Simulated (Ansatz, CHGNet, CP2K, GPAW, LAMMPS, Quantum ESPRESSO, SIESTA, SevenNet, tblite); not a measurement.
# Which run comes nearest? Liquid Si0.5Ge0.5 at 2500 K (104 atoms)

Density of this cell: 3.80 g/cm³. The cell holds 104 atoms: 52 Si and 52 Ge. Cell: a = 13.176 Å, b = 13.176 Å, c = 13.176 Å, α = 90.0°, β = 90.0°, γ = 90.0°. 104 atoms (52 Si, 52 Ge) placed at random at 3.8 g/cm³, melted at 3500 K for 10 ps at fixed volume with the Tersoff potential (Tersoff, Phys. Rev. B 39, 5566 (1989)). Snapshot at the end of a hold of 5 ps at 2500 K and fixed volume.

Geometry: as built.

The reference, a calculation:

- method: Kohn-Sham DFT, PBE, PAW, plane waves (Ansatz 0.2.0); cutoff 420 eV, Γ point, fermi-dirac smearing of 0.05 eV; PAW set soft_2
- r.m.s. force component: 0.9841 eV/Å
- longest force: 4.721 eV/Å
- pressure: 1.237 GPa
- SCF cycles: 10
- time: 30 s on 8 threads of Arm Neoverse V2, shared host
- CPU time: 3.8 min

Runs, in no order:
A. SevenNet l3i5 potential: machine-learned interatomic potential SevenNet l3i5, trained on PBE(+U) plane-wave data
B. GPAW PBE, LCAO dzp, h 0.2 Å: Kohn-Sham DFT, PBE, PAW, atomic orbitals (dzp)
C. CP2K PBE, DZVP-MOLOPT-SR, 350/50 Ry, diagonalisation: Kohn-Sham DFT, PBE, GTH-PBE pseudopotentials, Gaussian and plane waves, DZVP-MOLOPT-SR-GTH, diagonalisation
D. tblite IPEA1-xTB: IPEA1-xTB tight binding, diagonalisation

**Question.** Rank the runs by how far their forces lie from the reference's, least first.

C, B, A, D.

| run | Δ force, r.m.s. (meV/Å) | share of r.m.s. force (%) | CPU time |
| --- | --- | --- | --- |
| C. CP2K PBE, DZVP-MOLOPT-SR, 350/50 Ry, diagonalisation | 40.5 | 4.12 | 3.7 min |
| B. GPAW PBE, LCAO dzp, h 0.2 Å | 111 | 11.2 | 6.7 min |
| A. SevenNet l3i5 potential | 227 | 23.1 | 8.7 s |
| D. tblite IPEA1-xTB | 543 | 55.2 | 12 s |

Periodic xTB results under one method name differ between programs and library versions. Machine-learned potentials mimic data converged in k, so the reference's own k-point error enters their differences. The network of bonds at the start is that of the classical potential that made the cell, and needn't be the one that DFT or experiment would give. The electronic-structure runs sample only Γ, in a cell whose shortest periodic width is 13 Å, which is coarse for a cell with partly filled levels.

[Hosts, paths, dates, database ids (printed as entryN), source tags and the programs' standing remarks are cut or masked in the printed files.]
